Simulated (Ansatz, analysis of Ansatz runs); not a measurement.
# Migration in Li5NbO5 (C2/m): H transfer from O to O, charge +1

How high is the barrier when H changes place in Li5NbO5 (C2/m)? The case: H transfer from O to O, charge +1, in a cell of 176 host atoms with 1 H put in.

Method: plane-wave PAW DFT, PBEsol; nudged elastic band between two relaxed defect structures at fixed charge in a uniform background, in Ansatz 0.2.0.

Report form: the programs' logs are mostly left out.

### Step 1. Starting point

The cell holds 177 atoms: 80 Li, 16 Nb, 80 O and 1 H. Its edges and angles: a = 19.297 Å, b = 12.544 Å, c = 11.553 Å, α = 104.3°, β = 108.7°, γ = 39.7°. It derives from Li5NbO5 (space group C2/m). Nearest the centre at fractional (0.398, 0.625, 0.421): H177 at 0.42 Å, O165 at 1.41 Å, Nb68 at 1.41 Å, O31 at 1.41 Å, Li20 at 1.70 Å, O44 at 2.42 Å, O71 at 2.43 Å, Li6 at 2.48 Å. The cell carries charge +1.

The cell's shortest repeat is 11.6 Å.

### Step 2. Relaxation of the start point, charge +1

A barrier is counted from a minimum, so both ends are relaxed first. Small random displacements break the symmetry of the ideal sites, so that the defect can distort if it gains by it. The charge of +1 is set by the electron count, and a uniform background keeps the cell neutral.

qp1_c176k1s.start/input.yaml

```yaml
crystal:
  lattice:
    - [19.29708755, 0.0, 0.01338558]
    - [9.64854378, 8.01591864, 0.00669279]
    - [-3.7205883, 0.0, 10.93780668]
  atoms:
    - { symbol: Li, position: [0.10558637, 0.5, 0.17163026] }
    - { symbol: Li, position: [0.23058637, 0.75, 0.17163026] }
[... 1 atom line left out ...]
    - { symbol: Li, position: [0.48058637, 0.25, 0.17163026] }
[... 1 atom line left out ...]
    - { symbol: Li, position: [0.2202938, 0.75, 0.43105463] }
    - { symbol: Li, position: [0.3452938, 0.0, 0.43105463] }
    - { symbol: Li, position: [0.4702938, 0.25, 0.43105463] }
[... 2 atom lines left out ...]
    - { symbol: Li, position: [0.25, 0.5, 0.25] }
    - { symbol: Li, position: [0.375, 0.75, 0.25] }
[... 3 atom lines left out ...]
    - { symbol: Li, position: [0.4047062, 0.5, 0.06894537] }
[... 1 atom line left out ...]
    - { symbol: Li, position: [0.14441363, 0.0, 0.32836974] }
[... 1 atom line left out ...]
    - { symbol: Li, position: [0.39441363, 0.5, 0.32836974] }
[... 6 atom lines left out ...]
    - { symbol: O, position: [0.30180537, 0.75, 0.08691874] }
[... 3 atom lines left out ...]
    - { symbol: O, position: [0.29617347, 0.75, 0.34089219] }
[... 5 atom lines left out ...]
    - { symbol: O, position: [0.07882653, 0.0, 0.15910781] }
[... 1 atom line left out ...]
    - { symbol: O, position: [0.32882653, 0.5, 0.15910781] }
    - { symbol: O, position: [0.45382653, 0.75, 0.15910781] }
    - { symbol: O, position: [0.07319463, 0.0, 0.41308126] }
[... 1 atom line left out ...]
    - { symbol: O, position: [0.32319463, 0.5, 0.41308126] }
    - { symbol: O, position: [0.44819463, 0.75, 0.41308126] }
[... 1 atom line left out ...]
    - { symbol: Li, position: [0.23058637, 0.75, 0.67163026] }
    - { symbol: Li, position: [0.35558637, 0.0, 0.67163026] }
[... 8 atom lines left out ...]
    - { symbol: Li, position: [0.375, 0.75, 0.75] }
[... 1 atom line left out ...]
    - { symbol: Li, position: [0.1547062, 0.0, 0.56894537] }
[... 1 atom line left out ...]
    - { symbol: Li, position: [0.4047062, 0.5, 0.56894537] }
[... 6 atom lines left out ...]
    - { symbol: Nb, position: [0.25, 0.5, 0.5] }
    - { symbol: Nb, position: [0.375, 0.75, 0.5] }
[... 2 atom lines left out ...]
    - { symbol: O, position: [0.30180537, 0.75, 0.58691874] }
[... 6 atom lines left out ...]
    - { symbol: O, position: [0.125, 0.75, 0.5] }
    - { symbol: O, position: [0.25, 0.0, 0.5] }
[... 3 atom lines left out ...]
    - { symbol: O, position: [0.32882653, 0.5, 0.65910781] }
    - { symbol: O, position: [0.45382653, 0.75, 0.65910781] }
[... 8 atom lines left out ...]
    - { symbol: Li, position: [0.5952938, 0.5, 0.43105463] }
[... 4 atom lines left out ...]
    - { symbol: Li, position: [0.625, 0.25, 0.25] }
[... 6 atom lines left out ...]
    - { symbol: Li, position: [0.51941363, 0.75, 0.32836974] }
[... 11 atom lines left out ...]
    - { symbol: O, position: [0.54617347, 0.25, 0.34089219] }
    - { symbol: O, position: [0.67117347, 0.5, 0.34089219] }
[... 11 atom lines left out ...]
    - { symbol: O, position: [0.69819463, 0.25, 0.41308126] }
[... 2 atom lines left out ...]
    - { symbol: Li, position: [0.60558637, 0.5, 0.67163026] }
[... 11 atom lines left out ...]
    - { symbol: Li, position: [0.5297062, 0.75, 0.56894537] }
[... 1 atom line left out ...]
    - { symbol: Li, position: [0.7797062, 0.25, 0.56894537] }
[... 6 atom lines left out ...]
    - { symbol: Nb, position: [0.625, 0.25, 0.5] }
[... 2 atom lines left out ...]
    - { symbol: O, position: [0.55180537, 0.25, 0.58691874] }
    - { symbol: O, position: [0.67680537, 0.5, 0.58691874] }
[... 6 atom lines left out ...]
    - { symbol: O, position: [0.5, 0.5, 0.5] }
[... 4 atom lines left out ...]
    - { symbol: O, position: [0.70382653, 0.25, 0.65910781] }
[... 6 atom lines left out ...]
    - { symbol: H, position: [0.428618, 0.587495, 0.444442] }
total_charge: 1
basis:
  ecutwfc: 420
  xc_grid: 2
hamiltonian:
  xc: pbesol
kpoints:
  mp_grid: { grid: [1, 1, 1], shift: [0.25, 0.25, 0.25] }
scf:
  occupations: { method: fixed }
  max_iter: 120
output:
  forces: true
relax:
  f_tol: 0.02
  max_steps: 70
  random_displacement: { amplitude: 0.03, seed: 6603 }
```

Started as:

```
ansatz run input.yaml --threads 32 --pin off --max-ram 84787MiB --backend cuda --events-out ev --progress --plain --runs-dir out --max-vram 78GiB
```

Elapsed: 21 s, on 1 × NVIDIA GB200 with 32 threads of Arm Neoverse V2, shared host; peak memory 1.6 GiB; 96 s of CPU time.

Step by step:

| step | energy less that of the first step (eV) | largest force component (eV/Å) |
| --- | --- | --- |
| 1 | 0.0000 | 12.8051 |
| 5 | -4.4751 | 0.5215 |
| 9 | -4.5332 | 0.0672 |
| 13 | -4.5425 | 0.1359 |
| 16 | -4.5434 | 0.0140 |

The atoms that moved most (Å, from the sites as typed, ahead of the random displacement):

| atom | dx | dy | dz | length |
| --- | --- | --- | --- | --- |
| H177 | 0.301 | -0.696 | -0.373 | 0.845 |
| Li20 | -0.222 | 0.002 | -0.145 | 0.265 |
| Nb68 | 0.018 | 0.155 | 0.034 | 0.160 |
| O117 | 0.039 | 0.149 | 0.031 | 0.157 |
| Nb154 | 0.019 | -0.147 | 0.034 | 0.152 |
| O31 | 0.039 | -0.142 | 0.030 | 0.151 |
| O165 | 0.124 | 0.004 | -0.012 | 0.124 |
| Li11 | -0.110 | 0.003 | -0.018 | 0.111 |

Neighbours of H177 at the end:

| atom | distance (Å) |
| --- | --- |
| O165 | 0.981 |
| Li20 | 1.906 |
| O31 | 2.174 |
| O117 | 2.177 |
| Li93 | 2.216 |
| Nb68 | 2.381 |
| Nb154 | 2.383 |
| O44 | 2.690 |
| O130 | 2.694 |
| Li60 | 2.732 |

This step gave:

- free energy: -133259.9609 eV
- r.m.s. move of the farther half of the atoms: 0.02041 Å
- largest move from the ideal geometry of this structure, a common shift of the far atoms taken out: 0.8512 Å

The relaxation gained 4.543 eV and ended with a largest force component of 0.014 eV/Å.

### Step 3. Relaxation of the end point, charge +1

The end point is relaxed in the same cell and settings, so that the two energies compare. Atoms more than 3.2 Å from the middle of the hop start where the first relaxation left them, the nearer ones on or close to their ideal places, with small random displacements.

qp1_c176k1s.end/input.yaml

```yaml
crystal:
  lattice:
    - [19.29708755, 0.0, 0.01338558]
    - [9.64854378, 8.01591864, 0.00669279]
    - [-3.7205883, 0.0, 10.93780668]
  atoms:
    - { symbol: Li, position: [0.10343054, 0.4998146, 0.16892806] }
    - { symbol: Li, position: [0.23058637, 0.75, 0.17163026] }
[... 3 atom lines left out ...]
    - { symbol: Li, position: [0.2202938, 0.75, 0.43105463] }
[... 5 atom lines left out ...]
    - { symbol: Li, position: [0.375, 0.75, 0.25] }
[... 7 atom lines left out ...]
    - { symbol: Li, position: [0.39441363, 0.5, 0.32836974] }
[... 10 atom lines left out ...]
    - { symbol: O, position: [0.29617347, 0.75, 0.34089219] }
[... 11 atom lines left out ...]
    - { symbol: O, position: [0.32319463, 0.5, 0.41308126] }
    - { symbol: O, position: [0.44819463, 0.75, 0.41308126] }
[... 15 atom lines left out ...]
    - { symbol: Li, position: [0.4047062, 0.5, 0.56894537] }
[... 7 atom lines left out ...]
    - { symbol: Nb, position: [0.375, 0.75, 0.5] }
[... 2 atom lines left out ...]
    - { symbol: O, position: [0.30180537, 0.75, 0.58691874] }
[... 21 atom lines left out ...]
    - { symbol: Li, position: [0.5952938, 0.5, 0.43105463] }
[... 71 atom lines left out ...]
    - { symbol: O, position: [0.5, 0.5, 0.5] }
[... 11 atom lines left out ...]
    - { symbol: H, position: [0.367421, 0.662505, 0.396812] }
total_charge: 1
basis:
  ecutwfc: 420
  xc_grid: 2
hamiltonian:
  xc: pbesol
kpoints:
  mp_grid: { grid: [1, 1, 1], shift: [0.25, 0.25, 0.25] }
scf:
  occupations: { method: fixed }
  max_iter: 120
output:
  forces: true
relax:
  f_tol: 0.02
  max_steps: 70
  random_displacement: { amplitude: 0.01, seed: 6603 }
```

It took 27 s on 1 × NVIDIA GB200 with 32 threads; peak memory 1.7 GiB; 2 min of CPU time.

Relaxation path:

| step | energy less that of the first step (eV) | largest force component (eV/Å) |
| --- | --- | --- |
| 1 | 0.0000 | 12.1882 |
| 5 | -3.7505 | 0.2826 |
| 9 | -3.9253 | 0.9301 |
| 13 | -4.0628 | 1.0288 |
| 17 | -4.1031 | 0.0616 |
| 20 | -4.1048 | 0.0090 |

The atoms that moved most (Å, from the sites as typed, ahead of the random displacement):

| atom | dx | dy | dz | length |
| --- | --- | --- | --- | --- |
| H177 | 0.093 | 0.689 | -1.507 | 1.660 |
| Li12 | 0.420 | 0.005 | -0.046 | 0.423 |
| Li2 | -0.292 | -0.002 | -0.221 | 0.367 |
| O27 | 0.040 | 0.006 | 0.190 | 0.194 |
| Nb68 | 0.072 | -0.008 | 0.136 | 0.154 |
| Li105 | 0.116 | -0.002 | 0.059 | 0.130 |
| O31 | -0.104 | -0.004 | -0.050 | 0.115 |
| O40 | 0.111 | -0.001 | -0.016 | 0.112 |

Neighbours of H177 at the end:

| atom | distance (Å) |
| --- | --- |
| O31 | 0.992 |
| Li2 | 1.787 |
| O27 | 1.822 |
| Li12 | 1.869 |
| Li20 | 2.359 |
| Li18 | 2.371 |
| O39 | 2.749 |
| O37 | 2.762 |
| O44 | 2.792 |

Read from the output:

```yaml
free_energy: -133260.5453 eV
r_m_s_move_of_the_farther_half_of_the_atoms: 0.01362 Å
largest_move_from_the_ideal_geometry_of_this_structure_a_common_shift_of_the_far_atoms_taken_out: 1.669 Å
```

The relaxation gained 4.105 eV and ended with a largest force component of 0.0090 eV/Å. The end lies 0.584 eV below the start.

(Part 1 of 2 ends here.)

[Logs are printed without paths, hosts, clocks, repeated set-up lines and the standing remarks that a program may print on its own settings, such as how far it seeks lower states.]

[Hosts, paths, dates, database ids (printed as entryN), source tags and the programs' standing remarks are cut or masked in the printed files.]
